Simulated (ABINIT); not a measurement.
# Completion of the band sum in GW: CdH2O2 (P-3m1)

Aim: few bands, with and without a completion of the sum over empty states, for CdH2O2 (P-3m1).

Calculated with ABINIT 10.8.3; PBEsol and many-body steps on it, plane waves.

## (1) The structure

It takes space group P-3m1 (No. 164, trigonal). Conventional cell: a = 3.516 Å, b = 3.516 Å, c = 4.643 Å, α = 90.00°, β = 90.00°, γ = 120.00°. Nearest to Cd lie 6 O at 2.32 Å. Nearest to H lie 1 O at 0.97 Å. Nearest to O lie 1 H at 0.97 Å and 3 Cd at 2.32 Å. Farther neighbours and most contacts between anions are not listed.

The cell and positions are those that the Materials Project relaxed with its own functionals (PBE, PBE+U or r2SCAN), kept fixed.

## (2) Empty states on the mesh, 3×3×2 mesh, 58 bands

This step: ABINIT 10.8.3; DFT, PBEsol, plane waves, norm-conserving pseudopotentials.

The sums over transitions need many empty states on a uniform mesh; this step solves for them.

run.abi reads:

```
acell 3*1.0 Angstrom
rprim 
  3.515525964753 0.000000000011 0.000000000000
  -1.757762982386 3.044534793135 0.000000000000
  0.000000000000 0.000000000000 4.642979290000
ntypat 3
znucl 48 1 8
natom 5
typat 1 2 2 3 3
xred 
  0.000000000000 0.000000000000 0.000000000000
  0.666666666667 0.333333333333 0.550960720000
  0.333333333333 0.666666666667 0.449039280000
  0.666666666667 0.333333333333 0.759372000000
  0.333333333333 0.666666666667 0.240628000000
pp_dirpath "pseudos"
pseudos "Cd.upf, H.upf, O.upf"
ecut 47
ngkpt 3 3 2
nshiftk 1
shiftk 0 0 0
kptopt 1
chksymbreak 0
iscf -2
irdden 1
istwfk *1
nband 58
nbdbuf 4
tolwfr 1e-09
nstep 60
prtvol 0
indata_prefix "in"
outdata_prefix "out"
tmpdata_prefix "tmp"
```

Started as:

```bash
$ OMP_NUM_THREADS=1 mpirun -n 4 abinit run.abi > log
```

Numbers of over 12 decimals in the logs are rounded to 6 here.

Log:

```text
.Version 10.8.3 of ABINIT. v10.8.2 released Aug 2026.

 Symmetries : space group P-3 m 1 (#164); Bravais hP (primitive hexag.)
[... echo of the input left out ...]
== DATASET  1 ==================================================================
-   mpi_nproc: 4, omp_nthreads: 1 (-1 if OMP is not activated)

--- !DatasetInfo
iteration_state: {dtset: 1, }
dimensions: {natom: 5, nkpt: 6, mband: 58, nsppol: 1, nspinor: 1, nspden: 1, mpw: 5160, }
cutoff_energies: {ecut:  47.0, pawecutdg:  -1.0, }
[...]
1.39197    1.42362    1.42362    1.49242    1.49687    1.59659    1.59659    1.63173
   1.63173    1.65286    1.68801    1.68801    1.70174    1.75540    1.75540    1.82876
   1.89383    1.90850
 prteigrs : prtvol=0 or 1, do not print more k-points.

== END DATASET(S) ==============================================================
================================================================================

 -outvars: echo values of variables after computation  --------
            nband          58
             nkpt           6
          spgroup         164
 [... the other variables as echoed above ...]

 Calculation completed.
```

Run time: 19 s. Hardware: 4 MPI ranks of Arm Neoverse V1, shared host; peak memory 0.3 GiB; 77 s of CPU time.

This step gave:

```yaml
gap: 1.704 eV
k_of_the_valence_top: 0, 0, 0.5
k_of_the_conduction_bottom: 0, 0, 0
least_direct_gap: 1.983 eV
k_points_computed: 6
lowest_point_of_the_top_converged_band_above_the_valence_top: 41.56 eV
```

On this mesh the gap is 1.704 eV.

The density comes from a self-consistent run that is not shown.

## (3) Screening, 3×3×2 mesh, 54 bands, screening to 122.5 eV

The RPA dielectric matrix is built and inverted for each q.

This step: RPA screening on PBEsol, plane waves, norm-conserving pseudopotentials.

run.abi: that of step 2 with these lines changed.

```diff
@@ -23,10 +23,11 @@
 chksymbreak 0
-iscf -2
-irdden 1
 istwfk *1
-nband 58
-nbdbuf 4
-tolwfr 1e-09
-nstep 60
-prtvol 0
+occopt 1
+irdwfk 1
+optdriver 3
+nband 54
+ecuteps 4.5
+inclvkb 2
+awtr 1
+symchi 1
 indata_prefix "in"
```

Log:

```text
.Version 10.8.3 of ABINIT. v10.8.2 released Aug 2026.

 Symmetries : space group P-3 m 1 (#164); Bravais hP (primitive hexag.)
[... echo of the input left out ...]
== DATASET  1 ==================================================================
-   mpi_nproc: 4, omp_nthreads: 1 (-1 if OMP is not activated)

--- !DatasetInfo
iteration_state: {dtset: 1, }
dimensions: {natom: 5, nkpt: 6, mband: 54, nsppol: 1, nspinor: 1, nspden: 1, mpw: 5160, }
cutoff_energies: {ecut:  47.0, pawecutdg:  -1.0, }
electrons: {nelect:   3.40000000E+01, charge:   0.00000000E+00, occopt:   1.00000000E+00, tsmear:   1.00000000E-02, }

 SCREENING: Calculation of the susceptibility and dielectric matrices

 Based on a program developped by R.W. Godby, V. Olevano, G. Onida, and L. Reining.
 Incorporated in ABINIT by V. Olevano, G.-M. Rignanese, and M. Torrent.
.Using double precision arithmetic ; gwpc =  8

[... cell and pseudopotentials left out ...]
--------------------------------------------------------------------------------

 ==== K-mesh for the wavefunctions ====
 Number of points in the irreducible wedge :     6
[... list of points left out ...]
 Together with 12 symmetry operations and time-reversal symmetry
 yields    18 points in the full Brillouin Zone.

 ==== Q-mesh for the screening function ====
 Number of points in the irreducible wedge :     6
[... list of points left out ...]
 Together with 12 symmetry operations and time-reversal symmetry
 yields    18 points in the full Brillouin Zone.

 setmesh: FFT mesh size selected  =    24x   24x   36
          total number of points  =        20736

 vcoul_init : cutoff-mode = AUXILIARY_FUNCTION
 q-points for optical limit:   1
     1)      0.000010    0.000020    0.000030

- screening: taking advantage of time-reversal symmetry
- Maximum band index for partially occupied states nbvw = 17
- Remaining bands to be divided among processors   nbcw = 37
- Number of bands treated by each node ~9

 Number of electrons calculated from density =   34.0000; Expected =   34.0000
 average of density, n =  0.101385
 r_s =    1.3304
 omega_plasma =   30.7145 [eV]

 calculating chi0 at frequencies [eV] :
  1    0.000000E+00    0.000000E+00
  2    0.000000E+00    3.071445E+01

--------------------------------------------------------------------------------
  q-point number  1        q = ( 0.000000, 0.000000, 0.000000) [r.l.u.]
--------------------------------------------------------------------------------
[... chi0 elements left out ...]
 For q-point:  0.000010 0.000020 0.000030
  dielectric constant =   3.9061
  dielectric constant without local fields =   4.1371

  Average fulfillment of the sum rule on Im[epsilon] for q-point    1 :     35.47  [%]
[... wings left out ...]
  q-point number  2        q = ( 0.333333, 0.000000, 0.000000) [r.l.u.]
--------------------------------------------------------------------------------
[... chi0 elements left out ...]
  Average fulfillment of the sum rule on Im[epsilon] for q-point    2 :     44.73  [%]

 [... 4 further q-points ...]
```

Elapsed: 9.1 s, on 4 MPI ranks; peak memory 0.66 GiB.

Numbers from this step:

```yaml
eps_infinity_with_local_fields_on_this_mesh_along_the_program_s_q_direction: 3.906
the_same_without_local_fields: 4.137
plasma_frequency: 30.71 eV
plane_waves_in_the_screening_matrix: 159
```

Local fields lower ε∞ by 6 %. On a Γ-centred mesh this coarse the value itself is usually too large, while a short band sum pulls it down.

## (4) 54 bands

The self-energy is evaluated for the states that the input lists, and the levels follow from it, in one-shot runs by the linearised quasiparticle equation.

This step: G0W0 on PBEsol, plane waves, norm-conserving pseudopotentials.

run.abi: that of step 3 with these lines changed.

```diff
@@ -26,8 +26,17 @@
 irdwfk 1
-optdriver 3
+optdriver 4
 nband 54
+gwcalctyp 0
+ecutsigx 47
+symsigma 1
+nkptgw 2
+kptgw 
+  0.0000000000 0.0000000000 0.5000000000
+  0.0000000000 0.0000000000 0.0000000000
+bdgw 
+  16 19
+  16 19
 ecuteps 4.5
-inclvkb 2
-awtr 1
-symchi 1
+irdscr 1
+ppmodel 1
 indata_prefix "in"
```

Log:

```text
.Version 10.8.3 of ABINIT. v10.8.2 released Aug 2026.

 Symmetries : space group P-3 m 1 (#164); Bravais hP (primitive hexag.)
[... echo of the input left out ...]
== DATASET  1 ==================================================================
-   mpi_nproc: 4, omp_nthreads: 1 (-1 if OMP is not activated)

--- !DatasetInfo
iteration_state: {dtset: 1, }
dimensions: {natom: 5, nkpt: 6, mband: 54, nsppol: 1, nspinor: 1, nspden: 1, mpw: 5160, }
cutoff_energies: {ecut:  47.0, pawecutdg:  -1.0, }
electrons: {nelect:   3.40000000E+01, charge:   0.00000000E+00, occopt:   1.00000000E+00, tsmear:   1.00000000E-02, }

 SIGMA: Calculation of the GW corrections

 Based on a program developped by R.W. Godby, V. Olevano, G. Onida, and L. Reining.
 Incorporated in ABINIT by V. Olevano, G.-M. Rignanese, and M. Torrent.
.Using double precision arithmetic ; gwpc =  8

[... cell and pseudopotentials left out ...]
--------------------------------------------------------------------------------

 ==== K-mesh for the wavefunctions ====
 Number of points in the irreducible wedge :     6
[... list of points left out ...]
 Together with 12 symmetry operations and time-reversal symmetry
 yields    18 points in the full Brillouin Zone.

 ==== Q-mesh for screening function ====
 Number of points in the irreducible wedge :     6
[... list of points left out ...]
 Together with 12 symmetry operations and time-reversal symmetry
 yields    18 points in the full Brillouin Zone.

 vcoul_init : cutoff-mode = AUXILIARY_FUNCTION
 q-points for optical limit:   1
     1)      0.000010    0.000020    0.000030
 setmesh: FFT mesh size selected  =    36x   36x   60
          total number of points  =        77760

 Number of electrons calculated from density =   34.0000; Expected =   34.0000
 average of density, n =  0.101385
 r_s =    1.3304
 omega_plasma =   30.7145 [eV]

 === KS Band Gaps ===
  >>>> For spin  1
   Minimum direct gap =   1.9829 [eV], located at k-point      :   0.0000  0.0000  0.0000
   Fundamental gap    =   1.7039 [eV], Top of valence bands at :   0.0000  0.0000  0.5000
                                       Bottom of conduction at :   0.0000  0.0000  0.0000
 SIGMA fundamental parameters:
 PLASMON POLE MODEL  1
 number of plane-waves for SigmaX                 5133
 number of plane-waves for SigmaC and W            159
 number of plane-waves for wavefunctions          5133
 number of bands                                    54
 number of independent spin polarizations            1
 number of spinorial components                      1
 number of k-points in IBZ                           6
 number of q-points in IBZ                           6
 number of symmetry operations                      12
 number of k-points in BZ                           18
 number of q-points in BZ                           18
 number of frequencies for dSigma/dE                 9
 frequency step for dSigma/dE [eV]                0.25
 number of omega for Sigma on real axis              0
 max omega for Sigma on real axis  [eV]           0.00
 zcut for avoiding poles [eV]                     0.10

 EPSILON^-1 parameters (SCR file):
 dimension of the eps^-1 matrix on file            159
 dimension of the eps^-1 matrix used               159
 number of plane-waves for wavefunctions          5133
 number of bands                                    54
 number of q-points in IBZ                           6
 number of frequencies                               2
 number of real frequencies                          1
 number of imag frequencies                          1

 matrix elements of self-energy operator (all in [eV])

 Perturbative Calculation

--- !SelfEnergy_ee
iteration_state: {dtset: 1, }
kpoint     : [   0.000,    0.000,    0.500, ]
spin       : 1
KS_gap     :    4.351
QP_gap     :    6.020
Delta_QP_KS:    1.669
data: !SigmaeeData |
     Band     E0 <VxcDFT>   SigX SigC(E0)      Z dSigC/dE  Sig(E)    E-E0       E
       16   3.042 -21.600 -27.187   4.944   0.794  -0.260 -22.111  -0.510   2.531
       17   3.042 -21.600 -27.187   4.944   0.794  -0.260 -22.111  -0.510   2.531
       18   7.393 -10.891  -6.212  -3.314   0.849  -0.178  -9.732   1.158   8.551
       19   7.401 -15.175 -10.155  -3.014   0.834  -0.198 -13.501   1.674   9.075

--- !SelfEnergy_ee
iteration_state: {dtset: 1, }
kpoint     : [   0.000,    0.000,    0.000, ]
spin       : 1
KS_gap     :    1.983
QP_gap     :    3.693
Delta_QP_KS:    1.710
data: !SigmaeeData |
     Band     E0 <VxcDFT>   SigX SigC(E0)      Z dSigC/dE  Sig(E)    E-E0       E
       16   2.763 -21.231 -26.899   4.940   0.794  -0.260 -21.808  -0.577   2.185
       17   2.763 -21.231 -26.899   4.940   0.794  -0.260 -21.808  -0.577   2.185
       18   4.745 -12.230  -7.885  -3.008   0.847  -0.181 -11.098   1.133   5.878
       19   9.234  -9.581  -4.726  -3.476   0.856  -0.168  -8.400   1.181  10.415

== END DATASET(S) ==============================================================
================================================================================

 -outvars: echo values of variables after computation  --------
           etotal      0.0000000000E+00
            nband          54
             nkpt           6
          spgroup         164
 [... the other variables as echoed above ...]

 Calculation completed.
```

Run time: 4 s. Hardware: 4 MPI ranks; peak memory 0.55 GiB; 16 s of CPU time.

Numbers from this step:

```yaml
g0w0_gap_on_the_points_computed: 3.347 eV
starting_gap_on_the_mesh: 1.704 eV
k_of_the_valence_top: 0, 0, 0.5
k_of_the_conduction_bottom: 0, 0, 0
z_at_the_valence_top: 0.794
z_at_the_conduction_bottom: 0.847
least_direct_g0w0_gap_on_the_computed_points: 3.693 eV
```

The gap on the mesh goes from 1.70 eV to 3.35 eV, a correction of +1.64 eV.

## (5) Screening, 3×3×2 mesh, 25 bands, screening to 122.5 eV

This step: RPA screening on PBEsol, plane waves, norm-conserving pseudopotentials.

run.abi: that of step 4 with these lines changed.

```diff
@@ -26,17 +26,8 @@
 irdwfk 1
-optdriver 4
-nband 54
-gwcalctyp 0
-ecutsigx 47
-symsigma 1
-nkptgw 2
-kptgw 
-  0.0000000000 0.0000000000 0.5000000000
-  0.0000000000 0.0000000000 0.0000000000
-bdgw 
-  16 19
-  16 19
+optdriver 3
+nband 25
 ecuteps 4.5
-irdscr 1
-ppmodel 1
+inclvkb 2
+awtr 1
+symchi 1
 indata_prefix "in"
```

Log:

```text
.Version 10.8.3 of ABINIT. v10.8.2 released Aug 2026.

 Symmetries : space group P-3 m 1 (#164); Bravais hP (primitive hexag.)
[... echo of the input left out ...]
== DATASET  1 ==================================================================
-   mpi_nproc: 4, omp_nthreads: 1 (-1 if OMP is not activated)

--- !DatasetInfo
iteration_state: {dtset: 1, }
dimensions: {natom: 5, nkpt: 6, mband: 25, nsppol: 1, nspinor: 1, nspden: 1, mpw: 5160, }
cutoff_energies: {ecut:  47.0, pawecutdg:  -1.0, }
electrons: {nelect:   3.40000000E+01, charge:   0.00000000E+00, occopt:   1.00000000E+00, tsmear:   1.00000000E-02, }

 SCREENING: Calculation of the susceptibility and dielectric matrices

 Based on a program developped by R.W. Godby, V. Olevano, G. Onida, and L. Reining.
 Incorporated in ABINIT by V. Olevano, G.-M. Rignanese, and M. Torrent.
.Using double precision arithmetic ; gwpc =  8

[... cell and pseudopotentials left out ...]
--------------------------------------------------------------------------------

 ==== K-mesh for the wavefunctions ====
 Number of points in the irreducible wedge :     6
[... list of points left out ...]
 Together with 12 symmetry operations and time-reversal symmetry
 yields    18 points in the full Brillouin Zone.

 ==== Q-mesh for the screening function ====
 Number of points in the irreducible wedge :     6
[... list of points left out ...]
 Together with 12 symmetry operations and time-reversal symmetry
 yields    18 points in the full Brillouin Zone.

 setmesh: FFT mesh size selected  =    24x   24x   36
          total number of points  =        20736

 vcoul_init : cutoff-mode = AUXILIARY_FUNCTION
 q-points for optical limit:   1
     1)      0.000010    0.000020    0.000030

- screening: taking advantage of time-reversal symmetry
- Maximum band index for partially occupied states nbvw = 17
- Remaining bands to be divided among processors   nbcw = 8
- Number of bands treated by each node ~2

 Number of electrons calculated from density =   34.0000; Expected =   34.0000
 average of density, n =  0.101385
 r_s =    1.3304
 omega_plasma =   30.7145 [eV]

 calculating chi0 at frequencies [eV] :
  1    0.000000E+00    0.000000E+00
  2    0.000000E+00    3.071445E+01

--------------------------------------------------------------------------------
  q-point number  1        q = ( 0.000000, 0.000000, 0.000000) [r.l.u.]
--------------------------------------------------------------------------------
[... chi0 elements left out ...]
 For q-point:  0.000010 0.000020 0.000030
  dielectric constant =   3.6672
  dielectric constant without local fields =   3.8215

  Average fulfillment of the sum rule on Im[epsilon] for q-point    1 :     10.09  [%]
[... wings left out ...]
  q-point number  2        q = ( 0.333333, 0.000000, 0.000000) [r.l.u.]
--------------------------------------------------------------------------------
[... chi0 elements left out ...]
  Average fulfillment of the sum rule on Im[epsilon] for q-point    2 :     14.96  [%]

 [... 4 further q-points ...]
```

It took 4.2 s on 4 MPI ranks; peak memory 0.55 GiB; 16 s of CPU time.

This step gave:

| Quantity | Value |
| --- | --- |
| ε∞ with local fields, on this mesh, along the program's q direction | 3.667 |
| the same without local fields | 3.821 |
| plasma frequency | 30.71 eV |
| plane waves in the screening matrix | 159 |

(Continued in part 2 of 2.)

[Paths, hosts, dates, memory and timing lines, banners, echoed tables and standing remarks are left out of the program output.]

[Logs are printed without paths, hosts, clocks, repeated set-up lines and the standing remarks that a program may print on its own settings, such as how far it seeks lower states.]

[Runs of the session that timed out or met a known fault of the program may be left out.]

[No measured gap is set beside runs whose start may be inverted or whose files or cutoffs have a known fault.]

[Hosts, paths, dates, database ids (printed as entryN), source tags and the programs' standing remarks are cut or masked in the printed files.]

[G0W0 gaps are taken among the corrected bands and points alone; a level outside them can change the order at an edge.]

[Where Ansatz stands beside ABINIT at settings called matched, ABINIT's density can come from a denser mesh and the files from another edition; pairs whose starting gaps differed by over 0.03 eV were left out, so agreement reads better than it is.]
